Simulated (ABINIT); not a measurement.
# Ba2TaBiO6 (R-3): a self-consistent loop beyond G0W0, cycle by cycle, part 2 of 3

Aim: iterate the self-energy on Ba2TaBiO6 (R-3) and follow the gap from cycle to cycle.

ABINIT 10.8.3; LDA and many-body steps on it, plane waves. Known limits of the many-body steps: not at the basis limit; no spin-orbit coupling; coarse k mesh.

So far. Step 5 (evGW0, cycle 1): Against G0W0 in ABINIT (2×2×2 mesh, 250 bands, screening to 130.6 eV, Godby-Needs plasmon pole), the gap moves by +0.146 eV. This first cycle still uses the starting levels; it takes the full correction, at all points of the mesh, and its linearised value is 3.346 eV. Step 6 (evGW0, cycle 2): Against the cycle before, the gap moves by −0.055 eV.

**7. evGW0, cycle 3**

Level of this step: evGW0 on LDA, plane waves, norm-conserving pseudopotentials (ABINIT).

run.abi

```
acell 3*1.0 Angstrom
rprim 
  3.075626834241 1.775713980676 4.956223105800
  -3.075626834241 1.775713980676 4.956223105800
  0.000000000000 -3.551427961352 4.956223105800
ntypat 4
znucl 56 73 83 8
natom 10
typat 1 1 2 3 4 4 4 4 4 4
xred 
  0.748816000000 0.748816000000 0.748816000000
  0.251184000000 0.251184000000 0.251184000000
  0.500000000000 0.500000000000 0.500000000000
  0.000000000000 0.000000000000 0.000000000000
  0.725510000000 0.218856000000 0.322035000000
  0.218856000000 0.322035000000 0.725510000000
  0.322035000000 0.725510000000 0.218856000000
  0.274490000000 0.781144000000 0.677965000000
  0.677965000000 0.274490000000 0.781144000000
  0.781144000000 0.677965000000 0.274490000000
pp_dirpath "pseudos"
pseudos "Ba.upf, Ta.upf, Bi.upf, O.upf"
ecut 62
ngkpt 2 2 2
nshiftk 1
shiftk 0 0 0
kptopt 1
chksymbreak 0
istwfk *1
occopt 1
irdwfk 1
optdriver 4
nband 250
gwcalctyp 10
ecutsigx 62
symsigma 1
nkptgw 4
kptgw 
  0.0000000000 0.0000000000 0.0000000000
  0.5000000000 0.0000000000 0.0000000000
  0.5000000000 0.5000000000 0.0000000000
  0.5000000000 0.5000000000 0.5000000000
bdgw 
  36 61
  36 61
  36 61
  36 61
ecuteps 4.8
irdscr 1
ppmodel 1
irdqps 1
indata_prefix "in"
outdata_prefix "out"
tmpdata_prefix "tmp"
```

Run with:

```sh
$ OMP_NUM_THREADS=1 mpirun -n 4 abinit run.abi > log
```

Output:

```text
.Version 10.8.3 of ABINIT. v10.8.2 released Aug 2026.

 Symmetries : space group R-3 (#148); Bravais hR (rhombohedral)
[... echo of the input left out ...]
== DATASET  1 ==================================================================
-   mpi_nproc: 4, omp_nthreads: 1 (-1 if OMP is not activated)

--- !DatasetInfo
iteration_state: {dtset: 1, }
dimensions: {natom: 10, nkpt: 4, mband: 250, nsppol: 1, nspinor: 1, nspden: 1, mpw: 25587, }
cutoff_energies: {ecut:  62.0, pawecutdg:  -1.0, }
[...]
.  kptgw no:  2; Maximum DeltaE = (   0.004   0.000) for band index: 24
.  kptgw no:  3; Maximum DeltaE = (   0.001   0.000) for band index: 24
.  kptgw no:  4; Maximum DeltaE = (   0.000   0.000) for band index: 24

== END DATASET(S) ==============================================================
================================================================================

 -outvars: echo values of variables after computation  --------
           etotal      0.0000000000E+00
            nband         250
             nkpt           4
          spgroup         148
 [... the other variables as echoed above ...]

 Calculation completed.
```

It took 11 min on 4 MPI ranks of Arm Neoverse V1, shared host; peak memory 7.5 GiB.

This step gave:

| Property | Result |
| --- | --- |
| quasiparticle gap on the mesh | 3.436 eV |
| gap of the density functional on the mesh | 2.549 eV |
| k of the valence top | 0.5, 0.5, 0.5 |
| k of the conduction bottom | 0.5, 0, 0 |
| least direct quasiparticle gap on the computed points | 3.470 eV |

Against the cycle before, the gap moves by −0.001 eV.

**8. Screening, 2×2×2 mesh, 250 bands, screening to 130.6 eV**

This step: RPA screening on LDA, plane waves, norm-conserving pseudopotentials.

run.abi: that of step 7 with these lines changed.

```diff
@@ -31,22 +31,13 @@
 irdwfk 1
-optdriver 4
+optdriver 3
 nband 250
+ecuteps 4.8
+inclvkb 2
+awtr 1
+symchi 1
 gwcalctyp 10
-ecutsigx 62
-symsigma 1
-nkptgw 4
-kptgw 
-  0.0000000000 0.0000000000 0.0000000000
-  0.5000000000 0.0000000000 0.0000000000
-  0.5000000000 0.5000000000 0.0000000000
-  0.5000000000 0.5000000000 0.5000000000
-bdgw 
-  36 61
-  36 61
-  36 61
-  36 61
-ecuteps 4.8
-irdscr 1
-ppmodel 1
-irdqps 1
+mbpt_sciss 0.996 eV
+nqptdm 1
+qptdm 
+  0 0 0
 indata_prefix "in"
```

Output:

```text
.Version 10.8.3 of ABINIT. v10.8.2 released Aug 2026.

 Symmetries : space group R-3 (#148); Bravais hR (rhombohedral)
[... echo of the input left out ...]
== DATASET  1 ==================================================================
-   mpi_nproc: 4, omp_nthreads: 1 (-1 if OMP is not activated)

--- !DatasetInfo
iteration_state: {dtset: 1, }
dimensions: {natom: 10, nkpt: 4, mband: 250, nsppol: 1, nspinor: 1, nspden: 1, mpw: 25587, }
cutoff_energies: {ecut:  62.0, pawecutdg:  -1.0, }
electrons: {nelect:   1.06000000E+02, charge:   0.00000000E+00, occopt:   1.00000000E+00, tsmear:   1.00000000E-02, }

 SCREENING: Calculation of the susceptibility and dielectric matrices

 Based on a program developped by R.W. Godby, V. Olevano, G. Onida, and L. Reining.
 Incorporated in ABINIT by V. Olevano, G.-M. Rignanese, and M. Torrent.
.Using double precision arithmetic ; gwpc =  8

[... cell and pseudopotentials left out ...]
--------------------------------------------------------------------------------

 ==== K-mesh for the wavefunctions ====
 Number of points in the irreducible wedge :     4
[... list of points left out ...]
 Together with  6 symmetry operations and time-reversal symmetry
 yields     8 points in the full Brillouin Zone.

 ==== Q-mesh for the screening function ====
 Number of points in the irreducible wedge :     4
[... list of points left out ...]
 Together with  6 symmetry operations and time-reversal symmetry
 yields     8 points in the full Brillouin Zone.

 setmesh: FFT mesh size selected  =    54x   54x   54
          total number of points  =       157464

 vcoul_init : cutoff-mode = AUXILIARY_FUNCTION
 q-points for optical limit:   1
     1)      0.000010    0.000020    0.000030

 Dielectric matrix will be calculated only for some
 selected q points provided by the user through the input variables
 nqptdm and qptdm

- screening: taking advantage of time-reversal symmetry
- Maximum band index for partially occupied states nbvw = 53
- Remaining bands to be divided among processors   nbcw = 197
- Number of bands treated by each node ~49

 rdqps: reading QP wavefunctions of the previous step
        looking for file in_QPS
 file not found, 1st iteration initialized with KS eigenelements

 screening : performing a first self-consistency
 update of the energies in W by a scissor operator
 applying a scissor operator of [eV] :   0.996

 Number of electrons calculated from density =  106.0000; Expected =  106.0000
 average of density, n =  0.096716
 r_s =    1.3515
 omega_plasma =   29.9989 [eV]

 calculating chi0 at frequencies [eV] :
  1    0.000000E+00    0.000000E+00
  2    0.000000E+00    2.999894E+01

--------------------------------------------------------------------------------
  q-point number  1        q = ( 0.000000, 0.000000, 0.000000) [r.l.u.]
--------------------------------------------------------------------------------
[... chi0 elements left out ...]
 For q-point:  0.000010 0.000020 0.000030
  dielectric constant =   5.7588
  dielectric constant without local fields =   6.2450

  Average fulfillment of the sum rule on Im[epsilon] for q-point    1 :     61.86  [%]
[... wings left out ...]
== END DATASET(S) ==============================================================
================================================================================

 -outvars: echo values of variables after computation  --------
           etotal      0.0000000000E+00
            nband         250
             nkpt           4
          spgroup         148
 [... the other variables as echoed above ...]

 Calculation completed.
```

Run time: 6.3 min. Hardware: 4 MPI ranks; peak memory 7 GiB.

Numbers from this step:

* ε∞ with local fields, on this mesh, along the program's q direction: 5.759
* the same without local fields: 6.245
* plasma frequency: 30.00 eV
* plane waves in the screening matrix: 537

This screening uses the functional's bands under a rigid shift, the mean opening of the cycle before.

**9. Screening, 2×2×2 mesh, 250 bands, screening to 130.6 eV**

This step: RPA screening on LDA from quasiparticle energies, plane waves, norm-conserving pseudopotentials.

run.abi: that of step 8 with these lines changed.

```diff
@@ -37,7 +37,9 @@
 symchi 1
+irdqps 1
 gwcalctyp 10
-mbpt_sciss 0.996 eV
-nqptdm 1
+nqptdm 3
 qptdm 
-  0 0 0
+  0.5000000000 0.0000000000 0.0000000000
+  0.5000000000 0.5000000000 0.0000000000
+  0.5000000000 0.5000000000 0.5000000000
 indata_prefix "in"
```

mrgscr.stdin

```
2
merged
q0_SCR
out_SCR
1
```

Run with:

```sh
$ OMP_NUM_THREADS=1 mpirun -n 4 abinit run.abi > log; mrgscr < mrgscr.stdin
```

Output:

```text
.Version 10.8.3 of ABINIT. v10.8.2 released Aug 2026.

 Symmetries : space group R-3 (#148); Bravais hR (rhombohedral)
[... echo of the input left out ...]
== DATASET  1 ==================================================================
-   mpi_nproc: 4, omp_nthreads: 1 (-1 if OMP is not activated)

--- !DatasetInfo
iteration_state: {dtset: 1, }
dimensions: {natom: 10, nkpt: 4, mband: 250, nsppol: 1, nspinor: 1, nspden: 1, mpw: 25587, }
cutoff_energies: {ecut:  62.0, pawecutdg:  -1.0, }
[...]
q-point number  1        q = ( 0.500000, 0.000000, 0.000000) [r.l.u.]
--------------------------------------------------------------------------------
[... chi0 elements left out ...]
  Average fulfillment of the sum rule on Im[epsilon] for q-point    2 :     65.68  [%]

--------------------------------------------------------------------------------
  q-point number  2        q = ( 0.500000, 0.500000, 0.000000) [r.l.u.]
--------------------------------------------------------------------------------
[... chi0 elements left out ...]
  Average fulfillment of the sum rule on Im[epsilon] for q-point    3 :     64.73  [%]

 [... 1 further q-points ...]
```

Wall time 2.6 min (4 MPI ranks); peak memory 5 GiB; 10 min of CPU time.

This step gave:

```yaml
plasma_frequency: 30.00 eV
plane_waves_in_the_screening_matrix: 537
```

This screening reads the quasiparticle levels of the cycle before.

**10. evGW, cycle 1**

This step: evGW on LDA, plane waves, norm-conserving pseudopotentials.

run.abi: that of step 9 with these lines changed.

```diff
@@ -31,12 +31,10 @@
 irdwfk 1
-optdriver 3
+optdriver 4
 nband 250
-ecuteps 4.8
-inclvkb 2
-awtr 1
-symchi 1
-irdqps 1
 gwcalctyp 10
-nqptdm 3
-qptdm 
+ecutsigx 62
+symsigma 1
+nkptgw 4
+kptgw 
+  0.0000000000 0.0000000000 0.0000000000
   0.5000000000 0.0000000000 0.0000000000
@@ -44,2 +42,11 @@
   0.5000000000 0.5000000000 0.5000000000
+bdgw 
+  36 61
+  36 61
+  36 61
+  36 61
+ecuteps 4.8
+irdscr 1
+ppmodel 1
+irdqps 1
 indata_prefix "in"
```

Run with:

```sh
$ OMP_NUM_THREADS=1 mpirun -n 4 abinit run.abi > log
```

Output:

```text
.Version 10.8.3 of ABINIT. v10.8.2 released Aug 2026.

 Symmetries : space group R-3 (#148); Bravais hR (rhombohedral)
[... echo of the input left out ...]
== DATASET  1 ==================================================================
-   mpi_nproc: 4, omp_nthreads: 1 (-1 if OMP is not activated)

--- !DatasetInfo
iteration_state: {dtset: 1, }
dimensions: {natom: 10, nkpt: 4, mband: 250, nsppol: 1, nspinor: 1, nspden: 1, mpw: 25587, }
cutoff_energies: {ecut:  62.0, pawecutdg:  -1.0, }
[...]
.  kptgw no:  2; Maximum DeltaE = (   0.000   0.000) for band index:  3
.  kptgw no:  3; Maximum DeltaE = (   0.082  -0.000) for band index:  4
.  kptgw no:  4; Maximum DeltaE = (   0.082  -0.000) for band index:  7

== END DATASET(S) ==============================================================
================================================================================

 -outvars: echo values of variables after computation  --------
           etotal      0.0000000000E+00
            nband         250
             nkpt           4
          spgroup         148
 [... the other variables as echoed above ...]

 Calculation completed.
```

Run time: 11 min. Hardware: 4 MPI ranks; peak memory 7.5 GiB.

Numbers from this step:

* quasiparticle gap on the mesh: 3.617 eV
* gap of the density functional on the mesh: 2.549 eV
* k of the valence top: 0.5, 0.5, 0.5
* k of the conduction bottom: 0.5, 0, 0
* least direct quasiparticle gap on the computed points: 3.651 eV

Against G0W0 in ABINIT (2×2×2 mesh, 250 bands, screening to 130.6 eV, Godby-Needs plasmon pole), the gap moves by +0.271 eV.

**11. Screening, 2×2×2 mesh, 250 bands, screening to 130.6 eV**

This step: RPA screening on LDA, plane waves, norm-conserving pseudopotentials.

run.abi: that of step 10 with these lines changed.

```diff
@@ -31,22 +31,13 @@
 irdwfk 1
-optdriver 4
+optdriver 3
 nband 250
+ecuteps 4.8
+inclvkb 2
+awtr 1
+symchi 1
 gwcalctyp 10
-ecutsigx 62
-symsigma 1
-nkptgw 4
-kptgw 
-  0.0000000000 0.0000000000 0.0000000000
-  0.5000000000 0.0000000000 0.0000000000
-  0.5000000000 0.5000000000 0.0000000000
-  0.5000000000 0.5000000000 0.5000000000
-bdgw 
-  36 61
-  36 61
-  36 61
-  36 61
-ecuteps 4.8
-irdscr 1
-ppmodel 1
-irdqps 1
+mbpt_sciss 1.194 eV
+nqptdm 1
+qptdm 
+  0 0 0
 indata_prefix "in"
```

Output:

```text
.Version 10.8.3 of ABINIT. v10.8.2 released Aug 2026.

 Symmetries : space group R-3 (#148); Bravais hR (rhombohedral)
[... echo of the input left out ...]
== DATASET  1 ==================================================================
-   mpi_nproc: 4, omp_nthreads: 1 (-1 if OMP is not activated)

--- !DatasetInfo
iteration_state: {dtset: 1, }
dimensions: {natom: 10, nkpt: 4, mband: 250, nsppol: 1, nspinor: 1, nspden: 1, mpw: 25587, }
cutoff_energies: {ecut:  62.0, pawecutdg:  -1.0, }
[...]
[... chi0 elements left out ...]
 For q-point:  0.000010 0.000020 0.000030
  dielectric constant =   5.6252
  dielectric constant without local fields =   6.0939

  Average fulfillment of the sum rule on Im[epsilon] for q-point    1 :     62.27  [%]
[... wings left out ...]
== END DATASET(S) ==============================================================
================================================================================

 -outvars: echo values of variables after computation  --------
           etotal      0.0000000000E+00
            nband         250
             nkpt           4
          spgroup         148
 [... the other variables as echoed above ...]

 Calculation completed.
```

Wall time 6.3 min (4 MPI ranks); peak memory 6.9 GiB.

Numbers from this step:

```
ε∞ with local fields, on this mesh, along the program's q direction : 5.625
the same without local fields                                       : 6.094
plasma frequency                                                    : 30.00 eV
plane waves in the screening matrix                                 : 537
```

This screening uses the functional's bands under a rigid shift, the mean opening of the cycle before.

**12. Screening, 2×2×2 mesh, 250 bands, screening to 130.6 eV**

This step: RPA screening on LDA from quasiparticle energies, plane waves, norm-conserving pseudopotentials.

run.abi: that of step 11 with these lines changed.

```diff
@@ -37,7 +37,9 @@
 symchi 1
+irdqps 1
 gwcalctyp 10
-mbpt_sciss 1.194 eV
-nqptdm 1
+nqptdm 3
 qptdm 
-  0 0 0
+  0.5000000000 0.0000000000 0.0000000000
+  0.5000000000 0.5000000000 0.0000000000
+  0.5000000000 0.5000000000 0.5000000000
 indata_prefix "in"
```

mrgscr.stdin is that of step 9.

Run with:

```sh
$ OMP_NUM_THREADS=1 mpirun -n 4 abinit run.abi > log; mrgscr < mrgscr.stdin
```

Output:

```text
.Version 10.8.3 of ABINIT. v10.8.2 released Aug 2026.

 Symmetries : space group R-3 (#148); Bravais hR (rhombohedral)
[... echo of the input left out ...]
== DATASET  1 ==================================================================
-   mpi_nproc: 4, omp_nthreads: 1 (-1 if OMP is not activated)

--- !DatasetInfo
iteration_state: {dtset: 1, }
dimensions: {natom: 10, nkpt: 4, mband: 250, nsppol: 1, nspinor: 1, nspden: 1, mpw: 25587, }
cutoff_energies: {ecut:  62.0, pawecutdg:  -1.0, }
[...]
q-point number  1        q = ( 0.500000, 0.000000, 0.000000) [r.l.u.]
--------------------------------------------------------------------------------
[... chi0 elements left out ...]
  Average fulfillment of the sum rule on Im[epsilon] for q-point    2 :     65.94  [%]

--------------------------------------------------------------------------------
  q-point number  2        q = ( 0.500000, 0.500000, 0.000000) [r.l.u.]
--------------------------------------------------------------------------------
[... chi0 elements left out ...]
  Average fulfillment of the sum rule on Im[epsilon] for q-point    3 :     64.97  [%]

 [... 1 further q-points ...]
```

The job ended after 2.5 min (4 MPI ranks; peak memory 5 GiB; 10 min of CPU time).

This step gave:

```
plasma frequency                    : 30.00 eV
plane waves in the screening matrix : 537
```

This screening reads the quasiparticle levels of the cycle before.

**13. evGW, cycle 2**

This step: evGW on LDA, plane waves, norm-conserving pseudopotentials.

run.abi: that of step 12 with these lines changed.

```diff
@@ -31,12 +31,10 @@
 irdwfk 1
-optdriver 3
+optdriver 4
 nband 250
-ecuteps 4.8
-inclvkb 2
-awtr 1
-symchi 1
-irdqps 1
 gwcalctyp 10
-nqptdm 3
-qptdm 
+ecutsigx 62
+symsigma 1
+nkptgw 4
+kptgw 
+  0.0000000000 0.0000000000 0.0000000000
   0.5000000000 0.0000000000 0.0000000000
@@ -44,2 +42,11 @@
   0.5000000000 0.5000000000 0.5000000000
+bdgw 
+  36 61
+  36 61
+  36 61
+  36 61
+ecuteps 4.8
+irdscr 1
+ppmodel 1
+irdqps 1
 indata_prefix "in"
```

Run with:

```sh
$ OMP_NUM_THREADS=1 mpirun -n 4 abinit run.abi > log
```

Output:

```text
.Version 10.8.3 of ABINIT. v10.8.2 released Aug 2026.

 Symmetries : space group R-3 (#148); Bravais hR (rhombohedral)
[... echo of the input left out ...]
== DATASET  1 ==================================================================
-   mpi_nproc: 4, omp_nthreads: 1 (-1 if OMP is not activated)

--- !DatasetInfo
iteration_state: {dtset: 1, }
dimensions: {natom: 10, nkpt: 4, mband: 250, nsppol: 1, nspinor: 1, nspden: 1, mpw: 25587, }
cutoff_energies: {ecut:  62.0, pawecutdg:  -1.0, }
[...]
.  kptgw no:  2; Maximum DeltaE = (   0.000   0.000) for band index:  2
.  kptgw no:  3; Maximum DeltaE = (  -0.016   0.004) for band index: 11
.  kptgw no:  4; Maximum DeltaE = (  -0.011   0.000) for band index:  1

== END DATASET(S) ==============================================================
================================================================================

 -outvars: echo values of variables after computation  --------
           etotal      0.0000000000E+00
            nband         250
             nkpt           4
          spgroup         148
 [... the other variables as echoed above ...]

 Calculation completed.
```

Run time: 11 min. Hardware: 4 MPI ranks; peak memory 7.5 GiB.

Numbers from this step:

```yaml
quasiparticle_gap_on_the_mesh: 3.637 eV
gap_of_the_density_functional_on_the_mesh: 2.549 eV
k_of_the_valence_top: 0.5, 0.5, 0.5
k_of_the_conduction_bottom: 0.5, 0, 0
least_direct_quasiparticle_gap_on_the_computed_points: 3.670 eV
```

Against the cycle before, the gap moves by +0.020 eV.

**14. Screening, 2×2×2 mesh, 250 bands, screening to 130.6 eV**

This step: RPA screening on LDA, plane waves, norm-conserving pseudopotentials.

run.abi: that of step 13 with these lines changed.

```diff
@@ -31,22 +31,13 @@
 irdwfk 1
-optdriver 4
+optdriver 3
 nband 250
+ecuteps 4.8
+inclvkb 2
+awtr 1
+symchi 1
 gwcalctyp 10
-ecutsigx 62
-symsigma 1
-nkptgw 4
-kptgw 
-  0.0000000000 0.0000000000 0.0000000000
-  0.5000000000 0.0000000000 0.0000000000
-  0.5000000000 0.5000000000 0.0000000000
-  0.5000000000 0.5000000000 0.5000000000
-bdgw 
-  36 61
-  36 61
-  36 61
-  36 61
-ecuteps 4.8
-irdscr 1
-ppmodel 1
-irdqps 1
+mbpt_sciss 1.215 eV
+nqptdm 1
+qptdm 
+  0 0 0
 indata_prefix "in"
```

Output:

```text
.Version 10.8.3 of ABINIT. v10.8.2 released Aug 2026.

 Symmetries : space group R-3 (#148); Bravais hR (rhombohedral)
[... echo of the input left out ...]
== DATASET  1 ==================================================================
-   mpi_nproc: 4, omp_nthreads: 1 (-1 if OMP is not activated)

--- !DatasetInfo
iteration_state: {dtset: 1, }
dimensions: {natom: 10, nkpt: 4, mband: 250, nsppol: 1, nspinor: 1, nspden: 1, mpw: 25587, }
cutoff_energies: {ecut:  62.0, pawecutdg:  -1.0, }
[...]
[... chi0 elements left out ...]
 For q-point:  0.000010 0.000020 0.000030
  dielectric constant =   5.6115
  dielectric constant without local fields =   6.0785

  Average fulfillment of the sum rule on Im[epsilon] for q-point    1 :     62.32  [%]
[... wings left out ...]
== END DATASET(S) ==============================================================
================================================================================

 -outvars: echo values of variables after computation  --------
           etotal      0.0000000000E+00
            nband         250
             nkpt           4
          spgroup         148
 [... the other variables as echoed above ...]

 Calculation completed.
```

The job ended after 6.4 min (4 MPI ranks; peak memory 6.9 GiB).

This step gave:

```yaml
eps_infinity_with_local_fields_on_this_mesh_along_the_program_s_q_direction: 5.612
the_same_without_local_fields: 6.079
plasma_frequency: 30.00 eV
plane_waves_in_the_screening_matrix: 537
```

This screening uses the functional's bands under a rigid shift, the mean opening of the cycle before.

[end of part 2 of 3]

[Paths, hosts, dates, memory and timing lines, banners, echoed tables and standing remarks are left out of the program output.]

[Logs are printed without paths, hosts, clocks, repeated set-up lines and the standing remarks that a program may print on its own settings, such as how far it seeks lower states.]

[Runs of the session that timed out or met a known fault of the program may be left out.]

[Hosts, paths, dates, database ids (printed as entryN), source tags and the programs' standing remarks are cut or masked in the printed files.]

[G0W0 gaps are taken among the corrected bands and points alone; a level outside them can change the order at an edge.]

[Where Ansatz stands beside ABINIT at settings called matched, ABINIT's density can come from a denser mesh and the files from another edition; pairs whose starting gaps differed by over 0.03 eV were left out, so agreement reads better than it is.]
